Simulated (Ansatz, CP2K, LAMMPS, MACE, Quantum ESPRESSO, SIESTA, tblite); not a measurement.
# How stiff is amorphous 41Ga2O3-59SiO2 (mol %) (111 atoms)? Programs compared

How stiff is amorphous 41Ga2O3-59SiO2 (mol %) (111 atoms) under an even change of volume, and do other programs and learned potentials give the same pressure and slope as plane waves?

Results are calculated, not measured.

### 1. The cell

The cell holds 111 atoms (24 Ga, 17 Si and 70 O), with edges of 10.84, 10.84 and 10.84 Å. Recipe: 111 atoms (24 Fe, 17 Si, 70 O) placed at random at 3.3 g/cm³, melted at 5000 K for 10 ps at fixed volume with the Morse and Coulomb pair potential with partial charges (Pedone, Malavasi, Menziani, Cormack and Segre, J. Phys. Chem. B 110, 11780 (2006)). Quenched from 5000 K to 300 K at 50 K/ps and fixed volume, held 10 ps at zero pressure, then minimised at fixed cell. Then Fe was replaced by Ga and the cell scaled by 1.005 (the potential has no terms for the new elements, so the cell is a start for a DFT relaxation). Then the atoms were relaxed with MACE MP-0b3 medium in the fixed cell.

Bonds by pair of elements; cutoffs follow the first minimum of g(r), held within bounds set by covalent radii, and pairs that aren't listed don't count as bonded:

| pair A-B | cutoff (Å) | bonds | mean length (Å) | spread (Å) | shortest (Å) | B about A | A about B |
| --- | --- | --- | --- | --- | --- | --- | --- |
| O-Ga | 2.38 | 120 | 1.96 | 0.11 | 1.8 | 1.71 | 5 |
| O-Si | 2.08 | 68 | 1.64 | 0.035 | 1.58 | 0.971 | 4 |

### 2. The reference input

Quantum ESPRESSO 7.5: Kohn-Sham DFT, PBE, SSSP efficiency 1.3.0 pseudopotentials, plane waves. Its input, pw.in, for the unchanged cell:

```
&control
  calculation = 'scf'
  pseudo_dir = './pseudo'
  outdir = './tmp'
  disk_io = 'none'
  tprnfor = .true.
  tstress = .true.
/
&system
  ibrav = 0
  nat = 111
  ntyp = 3
  ecutwfc = 70
  ecutrho = 560
  nosym = .true.
  occupations = 'smearing'
  smearing = 'fd'
  degauss = 0.003675
/
&electrons
  conv_thr = 5.5e-07
  electron_maxstep = 100
  mixing_beta = 0.4
  mixing_mode = 'plain'
  diagonalization = 'david'
/
ATOMIC_SPECIES
Ga 69.723 Ga.upf
Si 28.085 Si.upf
O 15.999 O.upf
CELL_PARAMETERS angstrom
10.84082 0.00000 0.00000
0.00000 10.84082 0.00000
0.00000 0.00000 10.84082
ATOMIC_POSITIONS crystal
Ga 0.98416 0.42313 0.97775
Ga 0.66152 0.10099 0.44095
Ga 0.69409 0.32858 0.59665
Ga 0.79415 0.06291 0.71914
[... 105 atom lines left out ...]
O 0.59309 0.20504 0.66821
O 0.73926 0.15391 0.84882
K_POINTS gamma
```

```console
$ OMP_NUM_THREADS=1 mpirun -np 4 pw.x -in pw.in > output.txt
```

It took 14 min on 4 MPI ranks of Arm Neoverse V1, shared host; peak memory 5.5 GiB; 54 min of CPU time.

It converged with an r.m.s. force component of 0.070 eV/Å and a pressure of 4.0 GPa.

### 3. The levels

Every level solves the same cells as single points. CPU time is summed over a level's finished runs, on a host shared with the other runs, so it is rough; the force column is the median over cells of the r.m.s. difference of force components from the reference.

```
                level                      basis or training data  k-points  runs finished  CPU time  peak memory (GiB)  force difference (meV/Å)
              QE, PBE     plane waves, SSSP efficiency, 70/560 Ry         Γ         3 of 3     2.8 h                5.7                 reference
CP2K double zeta, PBE  DZVP-MOLOPT-SR, GTH-PBE potentials, 800 Ry         Γ         3 of 3    32 min                8.1                        91
      SIESTA DZP, PBE    DZP orbitals, shift 0.01 Ry, mesh 500 Ry         Γ         3 of 3    34 min                3.4                       176
      tblite GFN1-xTB  tight binding with its own dispersion term         Γ         3 of 3      28 s               0.15                       362
   MACE MP-0b3 medium          trained on PBE(+U) plane-wave data         -         3 of 3      29 s                1.4                        69
    MACE MPA-0 medium          trained on PBE(+U) plane-wave data         -         3 of 3      29 s                1.4                        63
```

The reference's own r.m.s. force component runs from 70 to 74 meV/Å over these cells. MACE MP-0b3 medium relaxed the atoms, so in the cells that it relaxed its own forces are small, and its entry isn't an independent test there.

### 4. Pressure against volume

The cell is scaled evenly, and at each volume MACE MP-0b3 medium relaxes the atoms again before the single points. The unchanged volume is 11.478 Å³ an atom. Pressures in GPa:

| level | -3 % | 0 | +3 % |
| --- | --- | --- | --- |
| QE, PBE | 7.29 | 4.04 | 1.50 |
| CP2K double zeta, PBE | 8.60 | 5.28 | 2.69 |
| SIESTA DZP, PBE | 10.53 | 7.16 | 4.54 |
| tblite GFN1-xTB | 10.79 | 7.72 | 5.28 |
| MACE MP-0b3 medium | 6.66 | 3.65 | 1.30 |
| MACE MPA-0 medium | 7.17 | 3.99 | 1.54 |

Energy less that of the unchanged cell at the same level, in meV an atom:

| level | -3 % | +3 % |
| --- | --- | --- |
| QE, PBE | 12.93 | -7.06 |
| CP2K double zeta, PBE | 13.41 | -7.01 |
| SIESTA DZP, PBE | 12.25 | -5.53 |
| tblite GFN1-xTB | 24.70 | -20.14 |
| MACE MP-0b3 medium | 10.97 | -5.37 |
| MACE MPA-0 medium | 12.15 | -6.29 |

### 5. Moduli

From the three volumes nearest the unchanged one: B from the slope of pressure against ln V and from the curvature of the energy, the pressure that the slope of the energy implies, and the volume change at which the printed pressure crosses zero (a dash if it doesn't within the range).

| level | B from pressures (GPa) | B from energies (GPa) | printed pressure (GPa) | pressure from energies (GPa) | zero pressure at (%) |
| --- | --- | --- | --- | --- | --- |
| QE, PBE | 96.5 | 91.1 | 4.04 | 4.65 | - |
| CP2K double zeta, PBE | 98.5 | 99.3 | 5.28 | 4.75 | - |
| SIESTA DZP, PBE | 99.8 | 104.3 | 7.16 | 4.14 | - |
| tblite GFN1-xTB | 92.0 | 70.7 | 7.72 | 10.43 | - |
| MACE MP-0b3 medium | 89.3 | 86.9 | 3.65 | 3.80 | - |
| MACE MPA-0 medium | 93.8 | 90.9 | 3.99 | 4.29 | - |

As a check by hand on the reference: from -3 to +3 % the pressure falls by 5.79 GPa while ln V grows by 0.0600, a ratio of 96.5 GPa.

Gap between the highest filled and the lowest empty level on the runs' k-points, in eV:

| level | -3 % | 0 | +3 % |
| --- | --- | --- | --- |
| QE, PBE | 2.42 | 2.21 | 2.03 |
| CP2K double zeta, PBE | 2.32 | 2.11 | 1.93 |
| SIESTA DZP, PBE | 2.31 | 2.10 | 1.91 |

### 6. What came out

The plane-wave reference (PBE) gives a bulk modulus of 96.5 GPa from its pressures, at a volume where its pressure is 4.04 GPa, and the pressure stays positive over the whole range. Other programs at PBE: CP2K double zeta, PBE 98.5 GPa (+2 %) and SIESTA DZP, PBE 99.8 GPa (+3 %); their pressures lie +1.24 to +3.13 GPa from the reference's. Learned potentials: MACE MP-0b3 medium 89.3 GPa (-7 %) and MACE MPA-0 medium 93.8 GPa (-3 %); their pressures lie -0.39 to -0.05 GPa from the reference's.

Tight binding: tblite GFN1-xTB 92.0 GPa (-5 %); its pressure lies +3.68 GPa from the reference's. The moduli are read at one volume but at unlike pressures, and a cell under tension is as a rule softer than one under compression. All slopes lie within 7 % of the reference's, while the pressures at one volume spread over 4.1 GPa, so the levels would settle at unlike volumes. Moduli from the energies run from 71 to 104 GPa and part from those from pressures by as much as -23 % (tblite GFN1-xTB); they rest on small differences of energy, and for levels other than MACE MP-0b3 medium they hold the work of leftover forces. Printed pressure and the slope of the energy part noticeably for SIESTA DZP, PBE; the atoms move along a path that isn't these levels' own, so their forces do work along it, and an error in the stress can't be told from that. The reference's gap falls as the cell grows, from 2.42 eV at -3 % to 2.03 eV at +3 %.

Caveats: The atoms follow MACE MP-0b3 medium, not each level's own minimum, so these moduli only approach relaxed ones and hang on that choice. Three points at finite strain give rough moduli, at the given volume rather than at zero pressure. Pressures at a fixed plane-wave cutoff or in a small atom-centred basis hold some basis error. The quench rate of 50 K/ps is many orders above laboratory rates, so the cell is likely richer in defects and strain than a real sample. The reference samples only Γ, in a cell whose shortest periodic width is 11 Å. The reference isn't exact: its cutoffs and mesh weren't converged further here. SIESTA's automatically made basis is far from complete, and its potentials were converted by us (checked for H, C, O, Si, Ge and Ca alone). Spin–orbit coupling is left out. Where levels are smeared, the DFT runs use Fermi–Dirac occupations at 580 K (0.05 eV), and energies are free energies.

[Logs are printed without paths, hosts, clocks, repeated set-up lines and the standing remarks that a program may print on its own settings, such as how far it seeks lower states.]

[Hosts, paths, dates, database ids (printed as entryN), source tags and the programs' standing remarks are cut or masked in the printed files.]
